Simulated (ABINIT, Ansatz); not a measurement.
# A GW run on K2H6Pt (Fm-3m) in ABINIT, with inputs changed, part 2 of 2

Aim: change inputs of a GW run on K2H6Pt (Fm-3m) and see what moves.

ABINIT 10.8.3; LDA and many-body steps on it, plane waves. Known limits of the many-body steps: not at the basis limit; no spin polarisation; d states lean on the start; no spin-orbit coupling; coarse k mesh.

So far. Step 2 (Screening, 2×2×2 mesh, 109 bands, screening to 114.3 eV): Local fields lower ε∞ by 22 %. On a Γ-centred mesh this coarse the value itself is usually too large, while a short band sum pulls it down. Step 3 (Base): The gap on the mesh goes from 3.72 eV to 6.07 eV, a correction of +2.35 eV.

### Step 5. Exchange cutoff of one hartree

Level of this step: G0W0 on LDA, plane waves, norm-conserving pseudopotentials (ABINIT).

Input file run.abi:

```
acell 3*1.0 Angstrom
rprim 
  0.000000000000 4.060020550000 4.060020550000
  4.060020550000 0.000000000000 4.060020550000
  4.060020550000 4.060020550000 0.000000000000
ntypat 3
znucl 19 1 78
natom 9
typat 1 1 2 2 2 2 2 2 3
xred 
  0.750000000000 0.750000000000 0.750000000000
  0.250000000000 0.250000000000 0.250000000000
  0.797862200000 0.797862200000 0.202137800000
  0.202137800000 0.797862200000 0.202137800000
  0.797862200000 0.202137800000 0.202137800000
  0.202137800000 0.202137800000 0.797862200000
  0.797862200000 0.202137800000 0.797862200000
  0.202137800000 0.797862200000 0.797862200000
  0.000000000000 0.000000000000 0.000000000000
pp_dirpath "pseudos"
pseudos "K.upf, H.upf, Pt.upf"
ecut 34
ngkpt 2 2 2
nshiftk 1
shiftk 0 0 0
kptopt 1
chksymbreak 0
istwfk *1
occopt 1
irdwfk 1
optdriver 4
nband 109
gwcalctyp 0
ecutsigx 1
symsigma 1
nkptgw 3
kptgw 
  0.5000000000 0.0000000000 0.0000000000
  0.5000000000 0.5000000000 0.0000000000
  0.0000000000 0.0000000000 0.0000000000
bdgw 
  20 23
  20 23
  19 24
ecuteps 4.2
irdscr 1
ppmodel 1
indata_prefix "in"
outdata_prefix "out"
tmpdata_prefix "tmp"
```

Command:

```sh
$ OMP_NUM_THREADS=1 mpirun -n 4 abinit run.abi > log
```

Log:

```text
.Version 10.8.3 of ABINIT. v10.8.2 released Aug 2026.

 Symmetries : space group Fm -3 m (#225); Bravais cF (face-center cubic)
[... echo of the input left out ...]
== DATASET  1 ==================================================================
-   mpi_nproc: 4, omp_nthreads: 1 (-1 if OMP is not activated)

--- !DatasetInfo
iteration_state: {dtset: 1, }
dimensions: {natom: 9, nkpt: 3, mband: 109, nsppol: 1, nspinor: 1, nspden: 1, mpw: 8609, }
cutoff_energies: {ecut:  34.0, pawecutdg:  -1.0, }
electrons: {nelect:   4.20000000E+01, charge:   0.00000000E+00, occopt:   1.00000000E+00, tsmear:   1.00000000E-02, }

 SIGMA: Calculation of the GW corrections

 Based on a program developped by R.W. Godby, V. Olevano, G. Onida, and L. Reining.
 Incorporated in ABINIT by V. Olevano, G.-M. Rignanese, and M. Torrent.
.Using double precision arithmetic ; gwpc =  8

[... cell and pseudopotentials left out ...]
--------------------------------------------------------------------------------

 ==== K-mesh for the wavefunctions ====
 Number of points in the irreducible wedge :     3
[... list of points left out ...]
 Together with 48 symmetry operations and time-reversal symmetry
 yields     8 points in the full Brillouin Zone.

 ==== Q-mesh for screening function ====
 Number of points in the irreducible wedge :     3
[... list of points left out ...]
 Together with 48 symmetry operations and time-reversal symmetry
 yields     8 points in the full Brillouin Zone.

 vcoul_init : cutoff-mode = AUXILIARY_FUNCTION
 q-points for optical limit:   1
     1)      0.000010    0.000020    0.000030
 setmesh: FFT mesh size selected  =    36x   36x   36
          total number of points  =        46656

 Number of electrons calculated from density =   42.0000; Expected =   42.0000
[...]
Perturbative Calculation

--- !SelfEnergy_ee
iteration_state: {dtset: 1, }
kpoint     : [   0.500,    0.000,    0.000, ]
spin       : 1
KS_gap     :    5.469
QP_gap     :    9.469
Delta_QP_KS:    4.000
data: !SigmaeeData |
     Band     E0 <VxcDFT>   SigX SigC(E0)      Z dSigC/dE  Sig(E)    E-E0       E
       20   0.204 -11.659 -12.762   1.945   0.841  -0.189 -10.950   0.708   0.912
       21   0.204 -11.659 -12.762   1.945   0.841  -0.189 -10.950   0.708   0.912
       22   5.673 -11.930  -3.986  -2.424   0.853  -0.173  -7.222   4.708  10.381
[...]
--- !SelfEnergy_ee
iteration_state: {dtset: 1, }
kpoint     : [   0.500,    0.500,    0.000, ]
spin       : 1
KS_gap     :    3.838
QP_gap     :    6.905
Delta_QP_KS:    3.067
data: !SigmaeeData |
     Band     E0 <VxcDFT>   SigX SigC(E0)      Z dSigC/dE  Sig(E)    E-E0       E
[...]
--- !SelfEnergy_ee
iteration_state: {dtset: 1, }
kpoint     : [   0.000,    0.000,    0.000, ]
spin       : 1
KS_gap     :    5.219
QP_gap     :    6.977
Delta_QP_KS:    1.758
data: !SigmaeeData |
     Band     E0 <VxcDFT>   SigX SigC(E0)      Z dSigC/dE  Sig(E)    E-E0       E
[...]
23   6.121 -12.607  -4.039  -2.507   0.853  -0.173  -7.438   5.169  11.290
       24   6.121 -12.607  -4.039  -2.507   0.853  -0.173  -7.438   5.169  11.290

 New Fermi energy :        1.401039E-01 Ha ,    3.812420E+00 eV

 === QP Band Gaps ===
  >>>> For spin  1
   Minimum direct gap =   6.9054 [eV], located at k-point      :   0.5000  0.5000  0.0000
   Fundamental gap    =   6.5831 [eV], Top of valence bands at :   0.5000  0.0000  0.0000
                                       Bottom of conduction at :   0.0000  0.0000  0.0000

== END DATASET(S) ==============================================================
================================================================================

 -outvars: echo values of variables after computation  --------
           etotal      0.0000000000E+00
            nband         109
             nkpt           3
          spgroup         225
 [... the other variables as echoed above ...]

 Calculation completed.
```

Elapsed: 4.7 s, on 4 MPI ranks of Arm Neoverse V1, shared host; peak memory 0.62 GiB; 18 s of CPU time.

The run ended normally, though the input holds a fault or crude settings.

The fault put into this input: exchange cutoff of one hartree. It printed a gap of 6.58 eV, an artefact of the input.

### Step 6. The runs together

Times are wall times on 4 MPI ranks of Arm Neoverse V1, shared host, good to a factor of about two. A run's time includes the screening step that it read.

```
                                 run   mesh  bands  screening cutoff (eV)  DFT gap (eV)  gap on the mesh (eV)  direct (eV)  ε∞ used  time
                                base  2×2×2    109                  114.3         3.719                 6.066        6.234     3.00  34 s
smaller part of the screening matrix  2×2×2    109                   29.9         3.719                 5.962        6.133     3.00  25 s
```

### Step 7. Outcome

- base: 6.066 eV
- smaller part of the screening matrix: 5.962 eV
- known limits: not at the basis limit; no spin polarisation; d states lean on the start; no spin-orbit coupling; coarse k mesh

What this shows: Smaller part of the screening matrix: −0.104 eV against base (keys changed: ecuteps). Bands and cutoff are finite, so the gap is not at the basis limit. The miss can reach some tenths of an eV and take either sign; the mesh is an error of its own. The 2×2×2 mesh is coarse for this cell, which bears on the long-range parts of exchange and screening. The runs have no spin polarisation. For a closed low-spin shell that is the natural state; where a d or f shell is open it is a constraint, and the gap is then not the crystal's own. With d states at the gap, one-shot GW leans hard on its start. The many-body steps are scalar-relativistic: spin-orbit coupling is not in them.

[Paths, hosts, dates, memory and timing lines, banners, echoed tables and standing remarks are left out of the program output.]

[Logs are printed without paths, hosts, clocks, repeated set-up lines and the standing remarks that a program may print on its own settings, such as how far it seeks lower states.]

[Runs of the session that timed out or met a known fault of the program may be left out.]

[Hosts, paths, dates, database ids (printed as entryN), source tags and the programs' standing remarks are cut or masked in the printed files.]

[G0W0 gaps are taken among the corrected bands and points alone; a level outside them can change the order at an edge.]

[Where Ansatz stands beside ABINIT at settings called matched, ABINIT's density can come from a denser mesh and the files from another edition; pairs whose starting gaps differed by over 0.03 eV were left out, so agreement reads better than it is.]
